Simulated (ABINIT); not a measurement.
# Quasiparticle gap of GaCuSe2 (I-42d) in ABINIT, part 3 of 3

Wanted: ground state, empty states, screening and self-energy for GaCuSe2 (I-42d).

ABINIT 10.8.3; PBE and many-body steps on it, plane waves. Known limits of the many-body steps: not at the basis limit; screening runs away on this mesh; d shell near the gap, gap tends to lie low; no spin-orbit coupling; coarse k mesh.

So far. Step 4 (Empty states on the mesh, 2×2×2 mesh, 223 bands): On this mesh the gap is 0.224 eV. Step 5 (Screening, 2×2×2 mesh, 203 bands, screening to 106.1 eV): Local fields lower ε∞ by 9 %. The value itself is an artefact of the mesh, where one narrow direct gap carries too much weight.

In doubt: a PseudoDojo file used here is known to give poor structures and forces, which bears on pressures, cells, forces and phonons.

**6. Self-energy, 2×2×2 mesh, 203 bands, screening to 106.1 eV**

The self-energy is evaluated for the states that the input lists, and the levels follow from it, in one-shot runs by the linearised quasiparticle equation.

This step: G0W0 on PBE, plane waves, norm-conserving pseudopotentials.

Input file run.abi:

```
acell 3*1.0 Angstrom
rprim 
  -2.809550000000 2.809550000000 5.513000000000
  2.809550000000 -2.809550000000 5.513000000000
  2.809550000000 2.809550000000 -5.513000000000
ntypat 3
znucl 31 29 34
natom 8
typat 1 1 2 2 3 3 3 3
xred 
  0.500000000000 0.500000000000 0.000000000000
  0.250000000000 0.750000000000 0.500000000000
  0.000000000000 0.000000000000 0.000000000000
  0.750000000000 0.250000000000 0.500000000000
  0.375000000000 0.375620000000 0.500620000000
  0.624380000000 0.125000000000 0.999380000000
  0.875000000000 0.874380000000 0.499380000000
  0.125620000000 0.625000000000 0.000620000000
pp_dirpath "pseudos"
pseudos "Ga.upf, Cu.upf, Se.upf"
ecut 50
ngkpt 2 2 2
nshiftk 1
shiftk 0 0 0
kptopt 1
chksymbreak 0
istwfk *1
occopt 1
irdwfk 1
optdriver 4
nband 203
gwcalctyp 0
ecutsigx 50
symsigma 1
nkptgw 1
kptgw 
  0.0000000000 0.0000000000 0.0000000000
bdgw 
  86 90
ecuteps 3.9
irdscr 1
ppmodel 1
indata_prefix "in"
outdata_prefix "out"
tmpdata_prefix "tmp"
gwmem 00
```

Launch:

```console
$ OMP_NUM_THREADS=1 mpirun -n 16 abinit run.abi > log
```

Numbers of over 12 decimals in the logs are rounded to 6 here.

The program printed:

```text
.Version 10.8.3 of ABINIT. v10.8.2 released Aug 2026.

 Symmetries : space group I-4 2 d (#122); Bravais tI (body-center tetrag.)
[... echo of the input left out ...]
== DATASET  1 ==================================================================
-   mpi_nproc: 16, omp_nthreads: 1 (-1 if OMP is not activated)

--- !DatasetInfo
iteration_state: {dtset: 1, }
dimensions: {natom: 8, nkpt: 4, mband: 203, nsppol: 1, nspinor: 1, nspden: 1, mpw: 19844, }
cutoff_energies: {ecut:  50.0, pawecutdg:  -1.0, }
electrons: {nelect:   1.76000000E+02, charge:   0.00000000E+00, occopt:   1.00000000E+00, tsmear:   1.00000000E-02, }

 SIGMA: Calculation of the GW corrections

 Based on a program developped by R.W. Godby, V. Olevano, G. Onida, and L. Reining.
 Incorporated in ABINIT by V. Olevano, G.-M. Rignanese, and M. Torrent.
.Using double precision arithmetic ; gwpc =  8

[... cell and pseudopotentials left out ...]
--------------------------------------------------------------------------------

 ==== K-mesh for the wavefunctions ====
 Number of points in the irreducible wedge :     4
[... list of points left out ...]
 Together with  8 symmetry operations and time-reversal symmetry
 yields     8 points in the full Brillouin Zone.

 ==== Q-mesh for screening function ====
 Number of points in the irreducible wedge :     4
[... list of points left out ...]
 Together with  8 symmetry operations and time-reversal symmetry
 yields     8 points in the full Brillouin Zone.

 vcoul_init : cutoff-mode = AUXILIARY_FUNCTION
 q-points for optical limit:   1
     1)      0.000010    0.000020    0.000030
 setmesh: FFT mesh size selected  =   180x  180x  180
          total number of points  =      5832000

 Number of electrons calculated from density =  176.0000; Expected =  176.0000
 average of density, n =  0.149829
 r_s =    1.1680
 omega_plasma =   37.3382 [eV]

 === KS Band Gaps ===
  >>>> For spin  1
   Minimum direct gap =   0.2244 [eV], located at k-point      :   0.0000  0.0000  0.0000
   Fundamental gap    =   0.2244 [eV], Top of valence bands at :   0.0000  0.0000  0.0000
                                       Bottom of conduction at :   0.0000  0.0000  0.0000
 SIGMA fundamental parameters:
 PLASMON POLE MODEL  1
 number of plane-waves for SigmaX                19805
 number of plane-waves for SigmaC and W            445
 number of plane-waves for wavefunctions         19805
 number of bands                                   203
 number of independent spin polarizations            1
 number of spinorial components                      1
 number of k-points in IBZ                           4
 number of q-points in IBZ                           4
 number of symmetry operations                       8
 number of k-points in BZ                            8
 number of q-points in BZ                            8
 number of frequencies for dSigma/dE                 9
 frequency step for dSigma/dE [eV]                0.25
 number of omega for Sigma on real axis              0
 max omega for Sigma on real axis  [eV]           0.00
 zcut for avoiding poles [eV]                     0.10

 EPSILON^-1 parameters (SCR file):
 dimension of the eps^-1 matrix on file            445
 dimension of the eps^-1 matrix used               445
 number of plane-waves for wavefunctions         19805
 number of bands                                   203
 number of q-points in IBZ                           4
 number of frequencies                               2
 number of real frequencies                          1
 number of imag frequencies                          1

 matrix elements of self-energy operator (all in [eV])

 Perturbative Calculation

--- !SelfEnergy_ee
iteration_state: {dtset: 1, }
kpoint     : [   0.000,    0.000,    0.000, ]
spin       : 1
KS_gap     :    0.224
QP_gap     :    0.599
Delta_QP_KS:    0.375
data: !SigmaeeData |
     Band     E0 <VxcDFT>   SigX SigC(E0)      Z dSigC/dE  Sig(E)    E-E0       E
       86   5.675 -23.582 -27.497   4.494   0.758  -0.318 -23.142   0.440   6.115
       87   5.675 -23.582 -27.497   4.494   0.758  -0.318 -23.142   0.440   6.115
       88   5.803 -23.857 -27.887   4.618   0.757  -0.321 -23.412   0.445   6.248
       89   6.027 -13.773  -9.748  -3.017   0.813  -0.230 -12.953   0.820   6.847
       90   7.704 -11.977  -8.460  -2.946   0.815  -0.227 -11.512   0.465   8.170

== END DATASET(S) ==============================================================
================================================================================

 -outvars: echo values of variables after computation  --------
           etotal      0.0000000000E+00
            nband         203
             nkpt           4
          spgroup         122
 [... the other variables as echoed above ...]

 Calculation completed.
```

Elapsed: 58 s, on 16 MPI ranks of Arm Neoverse V1, shared host; peak memory 19 GiB; 15 min of CPU time.

Numbers from this step:

- G0W0 gap on the points computed: 0.5990 eV
- starting gap on the mesh: 0.2242 eV
- k of the valence top: 0, 0, 0
- k of the conduction bottom: 0, 0, 0
- Z at the valence top: 0.757
- Z at the conduction bottom: 0.813
- least direct G0W0 gap on the computed points: 0.5990 eV

The gap on the mesh goes from 0.22 eV to 0.60 eV, a correction of +0.37 eV.

Limits: finite bands, cutoff and mesh; d shell near the gap, gap tends to lie low; no spin-orbit coupling; coarse k mesh. v1 is the top filled band, c1 the lowest empty one. Levels before and after the correction, in eV, zero at the valence-band top of each column:

|  | conduction bottom | valence top |
| --- | --- | --- |
| Kohn-Sham | 0.22 | 0.00 |
| G0W0 | 0.60 | 0.00 |

|  | level | energy (eV) |
| --- | --- | --- |
| Kohn-Sham | Γ v3-v2 | -0.128 |
| Kohn-Sham | Γ v1 | 0.000 |
| Kohn-Sham | Γ c1 | 0.224 |
| Kohn-Sham | Γ c2 | 1.901 |
| G0W0 | Γ v3-v2 | -0.133 |
| G0W0 | Γ v1 | 0.000 |
| G0W0 | Γ c1 | 0.599 |
| G0W0 | Γ c2 | 1.922 |

**7. Where the time went**

Times are wall times on the hardware named with each run, good to a factor of about two.

| step | time | share | memory (GiB) |
| --- | --- | --- | --- |
| ground state | 6.4 min | 12 % | 4.0 |
| bands along the symmetry lines | 4.2 min | 8 % | 3.4 |
| empty states on the mesh | 2.1 min | 4 % | 0.89 |
| screening | 39 min | 74 % | 5.2 |
| self-energy | 58 s | 2 % | 19 |

**8. What came out**

* PBE gap: 0.22 eV, direct
* G0W0 gap on the mesh: 0.60 eV
* GW settings: 2×2×2 mesh, 203 bands, screening to 106.1 eV, Godby-Needs plasmon pole
* known limits: not at the basis limit; screening runs away on this mesh; d shell near the gap, gap tends to lie low; no spin-orbit coupling; coarse k mesh

What this shows: G0W0 moves the gap on the mesh from 0.22 eV to 0.60 eV (+0.37 eV), with Z of 0.76 and 0.81 at the edges. Local fields lower the RPA ε∞ on this mesh from 373.77 to 338.84; a Γ-centred mesh this coarse tends to raise both, most where the direct gap is narrow, while a short band sum lowers them. Only 1 of the mesh's irreducible points was corrected, so a valley elsewhere could overtake. The dearest step here is «screening». Against experiment, by G0W0@PBE: the gap of 0.60 eV lies −1.12 eV from the measured 1.72 eV (transport, 2018); the gap of 0.60 eV lies −1.10 eV from the measured 1.7 eV (transport, 2018). The calculation has static nuclei and no excitons; a measured gap holds zero-point and thermal motion, which mostly lowers it. Bands and cutoff are finite, so the gap is not at the basis limit. The miss can reach some tenths of an eV and take either sign; the mesh is an error of its own. In the G0W0 run levels were corrected at 1 k point alone, so a gap called «on the mesh» is the least over those, and an edge elsewhere would be missed. The 2×2×2 mesh is coarse for this cell, which bears on the long-range parts of exchange and screening. On this mesh the RPA ε∞ passes 90, more than nearly any semiconductor shows; a coarse mesh does this where one point with a narrow direct gap carries much weight. The screening is then too strong, and the G0W0 gap should not be taken as the material's. A d shell, filled or nearly so, lies near the gap. One-shot GW converges very slowly in bands there, not always from below, and on a semilocal start the gap tends to come out low; starts rich in exact exchange can overshoot instead. The many-body steps are scalar-relativistic: spin-orbit coupling is not in them.

[Paths, hosts, dates, memory and timing lines, banners, echoed tables and standing remarks are left out of the program output.]

[Logs are printed without paths, hosts, clocks, repeated set-up lines and the standing remarks that a program may print on its own settings, such as how far it seeks lower states.]

[Runs of the session that timed out or met a known fault of the program may be left out.]

[Hosts, paths, dates, database ids (printed as entryN), source tags and the programs' standing remarks are cut or masked in the printed files.]

[G0W0 gaps are taken among the corrected bands and points alone; a level outside them can change the order at an edge.]

[Where Ansatz stands beside ABINIT at settings called matched, ABINIT's density can come from a denser mesh and the files from another edition; pairs whose starting gaps differed by over 0.03 eV were left out, so agreement reads better than it is.]
